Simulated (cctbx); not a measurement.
## Accept or mend?

Cell a = 4.2780 Å, b = 4.2780 Å, c = 21.8490 Å, α = 90.00°, β = 90.00°, γ = 120.00°; space group P6_3/mmc (no. 194). The compound is Gd3V3Au2.

Simulated single-crystal data (cctbx): Mo Kα, λ = 0.71073 Å, to d = 0.77 Å, 70 % of the full sphere, strongest reflection 20000 counts, noise from counting, a 1.5 % proportional error and a noise floor of 2 counts (s.d.); no absorption.

An anisotropic refinement with weights 1/σ² prints:

```text
Rint 0.018, 30 unique reflections to 1.63 A
cycle     R1     wR2    GooF  max shift (A)
   1  0.0059  0.0125   1.265   0.00232
   2  0.0042  0.0085   0.861   0.00000
final R1 0.0042 wR2 0.0085 GooF 0.861  parameters 13  data/parameter 2.3
atom        x        y        z      Ueq    occ   su(xyz)  su(Uiso or U11)
Au1    0.00000  0.00000  0.18652   0.0029  1.000  0.00004  0.0007
Gd1    0.33333  0.66667  0.25000   0.0024  1.000  0.00000  0.0009
Gd2    0.33333  0.66667  0.07797   0.0033  1.000  0.00006  0.0007
V1     0.00000  0.00000  0.50000   0.0025  1.000  0.00000  0.0024  NPD
V2     0.33333  0.66667  0.65450   0.0041  1.000  0.00018  0.0019
difference map: max 0.15 min -0.17 rms 0.05
Q1    0.1789  0.3577  0.6301   12    0.15  1.26 A from V2
Q2    0.9626  0.3259  0.1265   24    0.14  1.42 A from V2
Q3    0.9714  0.4857  0.1246   12    0.11  1.30 A from V2
Q4    0.1643  0.3286  0.1230   12    0.08  1.59 A from Gd2
Q5    0.3333  0.6667  0.7248    4    0.06  1.54 A from V2
Q6    0.3333  0.6667  0.5307    4    0.05  2.37 A from Gd2
```

Q: Accept it or mend it, and why?

Mend it. The fault: data cut at low resolution. Against the right model at the same level, R1 goes from 0.0066 to 0.0042 and GooF from 1.01 to 0.86 and V1 goes non-positive-definite. The atoms are right, but there are too few data for the parameters: R1 flatters and the s.u.s grow. Data per parameter fall from 14.9 to 2.3.

The compound is Gd3V3Au2. The right model at the same level gives:

```text
Rint 0.024, 194 unique reflections to 0.77 A
cycle     R1     wR2    GooF  max shift (A)
   1  0.0067  0.0132   1.017   0.00008
   2  0.0066  0.0132   1.012   0.00000
final R1 0.0066 wR2 0.0132 GooF 1.012  parameters 13  data/parameter 14.9
atom        x        y        z      Ueq    occ   su(xyz)  su(Uiso or U11)
Au1    0.00000  0.00000  0.18650   0.0036  1.000  0.00001  0.0001
Gd1    0.33333  0.66667  0.25000   0.0038  1.000  0.00000  0.0001
Gd2    0.33333  0.66667  0.07789   0.0044  1.000  0.00001  0.0001
V1     0.00000  0.00000  0.50000   0.0060  1.000  0.00000  0.0004
V2     0.33333  0.66667  0.65439   0.0056  1.000  0.00004  0.0002
difference map: max 0.50 min -0.91 rms 0.13
Q1    0.0438  0.3693  0.6165   24    0.51  1.50 A from V2
Q2    0.2455  0.4910  0.6702   12    0.38  0.74 A from V2
Q3    0.1251  0.2501  0.7500    6    0.37  1.67 A from Au1
Q4    0.0074  0.5037  0.0588   12    0.36  1.28 A from Gd2
Q5    0.1519  0.5759  0.6031   12    0.36  1.31 A from V2
Q6    0.3333  0.6667  0.6251    4    0.36  0.64 A from V2
```

The model is made up (kin elements in a known structure type, no relaxation), so it says nothing on whether the phase exists.

[Middle refinement cycles are left out of these outputs.]

[Logs are printed without paths, hosts, clocks, repeated set-up lines and the standing remarks that a program may print on its own settings, such as how far it seeks lower states.]
